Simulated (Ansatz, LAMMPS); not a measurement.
# Site preference of Al in place of Hf in amorphous 76HfO2-24La2O3 (mol %) (87 atoms): runs compared

Aim: make Al in place of Hf at several sites of amorphous 76HfO2-24La2O3 (mol %) (87 atoms), relax each, and compare their energies.

Computed with Ansatz 0.2.0: Kohn-Sham DFT, PBE, PAW (set soft_2), plane waves.

### 1. The cell as built

The cell holds 87 atoms: 19 Hf, 12 La and 56 O. Cell: a = 11.054 Å, b = 11.054 Å, c = 11.054 Å, α = 90.0°, β = 90.0°, γ = 90.0°. 87 atoms (19 Zr, 12 Nd, 56 O) placed at random at 5.36 g/cm³, melted at 5000 K for 10 ps at fixed volume with the Morse and Coulomb pair potential with partial charges (Pedone, Malavasi, Menziani, Cormack and Segre, J. Phys. Chem. B 110, 11780 (2006)). Quenched from 5000 K to 300 K at 50 K/ps and fixed volume, held 5 ps, then minimised at fixed cell. Then Zr was replaced by Hf, Nd was replaced by La (the potential has no terms for the new elements, so the cell is a start for a DFT relaxation).

Limits known from the start: The quench rate of 50 K/ps far exceeds what a furnace or splat quench reaches, so expect more defects and frozen-in strain than in a real sample. The starting topology of bonds comes from the classical model, and needn't be the one that DFT or experiment would give. Sampling is at Γ alone, for a cell whose shortest periodic width is 11 Å. Spin–orbit coupling is left out, which matters for the levels of the heavy elements.

### 2. The reference run

The reference is a single point at the end of the relaxation.

Every defect cell starts from the geometry of this run and is relaxed in the fixed cell.

Its input, with most atom lines left out:

```yaml
crystal:
  lattice:
    - [11.0542, 0.0, 0.0]
    - [0.0, 11.0542, 0.0]
    - [0.0, 0.0, 11.0542]
  atoms:
    - { symbol: Hf, position: [0.78172, 0.13701, 0.35519] }
    - { symbol: Hf, position: [0.48707, 0.00625, 0.53851] }
    - { symbol: Hf, position: [0.5928, 0.47541, 0.59661] }
    - { symbol: Hf, position: [0.0824, 0.31655, 0.33868] }
    - { symbol: Hf, position: [0.58343, 0.31758, 0.13901] }
    - { symbol: Hf, position: [0.88529, 0.49877, 0.57936] }
    - { symbol: Hf, position: [0.27112, 0.14582, 0.06749] }
    [... atom lines 8 to 87 left out ...]
kpoints:
  mp_grid: { grid: [1, 1, 1] }
hamiltonian:
  xc: pbe
scf:
  occupations: { method: fermi_dirac, width: 0.025 }
output:
  forces: true
  stress: true
  populations: true
  dos:
    method: { smearing: { sigma: 0.08 } }
    de: 0.1
    projected: { site_lists: { Hf: [Hf], La: [La], O: [O] } }
  eigenvalues: true
  write_density: true
  write_potential: true
  volumetric_format: npy
```

- free energy per atom: -4662.4957 eV/atom
- r.m.s. force component: 0.01006 eV/Å
- pressure: -2.684 GPa

Filled and empty levels are parted by 3.79 eV (at Γ alone); a semilocal functional tends to put such gaps too low. In a disordered cell it changes from sample to sample, and tail or defect levels can set it.

### 3. The runs

Each row is one run, on 4 threads of Arm Neoverse V1, shared host. The free energy is the program's total, comparable only between runs with the same functional, potentials and atoms.

```
                                 run  atoms                outcome  ionic steps, all passes  free energy (eV)    time  host memory (GiB)
           Single point at the start     87              converged                        -       -405634.485    28 s                2.2
                          Relaxation     87              converged                       29       -405637.126  10 min                2.2
Single point at the relaxed geometry     87              converged                        -       -405637.126    53 s                2.3
        Al on a site of Hf, site Hf1     87              converged                       15       -390449.709  19 min                3.9
        Al on a site of Hf, site Hf3     87  cut at the time limit                       22       -390449.821  27 min                3.9
        Al on a site of Hf, site Hf6     87              converged                       12       -390448.826  14 min                3.9
       Al on a site of Hf, site Hf16     87              converged                       12       -390449.585  15 min                3.9
       Al on a site of Hf, site Hf12     87  cut at the time limit                       12       -390449.125  15 min                3.9
       Al on a site of Hf, site Hf15     87              converged                        9       -390449.180  10 min                3.9
```

A closer look about site Hf3, the cheapest one, where its relaxation stopped: 10 atoms, nearest first, numbered in the order of the input, with positions taken from that point.

```
atom      x      y      z  distance (Å)  bonds
 Al3  -0.19  -0.17   0.49          0.56      5
 O42   0.34  -1.47  -0.81          1.71      3
 O46   1.34   0.90   0.58          1.71      3
 O63  -1.11   1.47   0.92          2.06      4
 O85  -1.95  -0.95   0.17          2.17      3
 O45   0.19  -1.44   1.82          2.33      4
 O74  -0.99   1.45  -1.77          2.49      2
Hf15  -1.79  -1.64  -1.72          2.98      5
 O77   2.08   0.92  -2.12          3.12      3
 Hf6   3.16   0.24  -0.27          3.18      6
```

The column of bonds counts only the pairs O-Hf within 2.82 Å, O-La within 3.19 Å, O-Al within 2.33 Å; other neighbours, such as metal atoms beside each other in a compound, aren't counted, and periodic images can show an atom twice.

### 4. The sites compared

All these cells hold the same atoms, so their energies can be compared with no chemical potential.

```
  site  neighbours  mean distance (Å)  atoms within 6 Å  energy over the best site (eV)  before relaxation (eV)  gain on relaxing (eV)  moment (μB)
 Hf3 *          O7               2.18                57                            0.00                    0.48                   1.94            -
   Hf1          O5               2.05                55                            0.11                    0.05                   1.39          1.0
  Hf16          O6               2.10                55                            0.24                    0.00                   1.22          1.0
  Hf15          O5               2.07                59                            0.64                    0.15                   0.97          1.0
Hf12 *          O6               2.14                56                            0.70                    0.49                   1.25            -
   Hf6          O6               2.12                59                            1.00                    0.29                   0.75          1.0
```

* The relaxation didn't finish, so this cell's energy would fall further, and differences against it can move either way. Neighbours are those of the relaxed host within 2.82 Å (O-Hf); other pairs aren't counted.

### 5. What came out

The cheapest site is Hf3 (7 neighbours, O7, relaxation unfinished); the dearest, Hf6 (6 neighbours, O6), costs 1.00 eV more. By coordination the energies over the best site are 0.11 to 0.64 eV with 5 neighbours, 0.24 to 1.00 eV with 6 neighbours and 0.00 eV with 7 neighbours. Relaxation changes the order: the best site before relaxing was Hf16.

**Limits.** Defects are neutral and interact with their images. The reference ran with fermi-dirac smearing of 0.025 eV, but 6 of the 6 defect cells with fermi-dirac smearing of 0.025 eV, spin polarised. In a disordered cell the relaxation can also rearrange atoms far from the site. In the spin-polarised runs the search for a state of lower energy was switched off. Only 6 of the 19 Hf sites were tried; unless symmetry makes the others alike to these, a cheaper one may exist. A local or semilocal functional tends to spread out the unpaired spin of such defects. The pressure of -2.7 GPa says that the cell would shrink at this level of theory.

The DFT runs together took 1.9 h of wall time.

[Logs are printed without paths, hosts, clocks, repeated set-up lines and the standing remarks that a program may print on its own settings, such as how far it seeks lower states.]

[Hosts, paths, dates, database ids (printed as entryN), source tags and the programs' standing remarks are cut or masked in the printed files.]
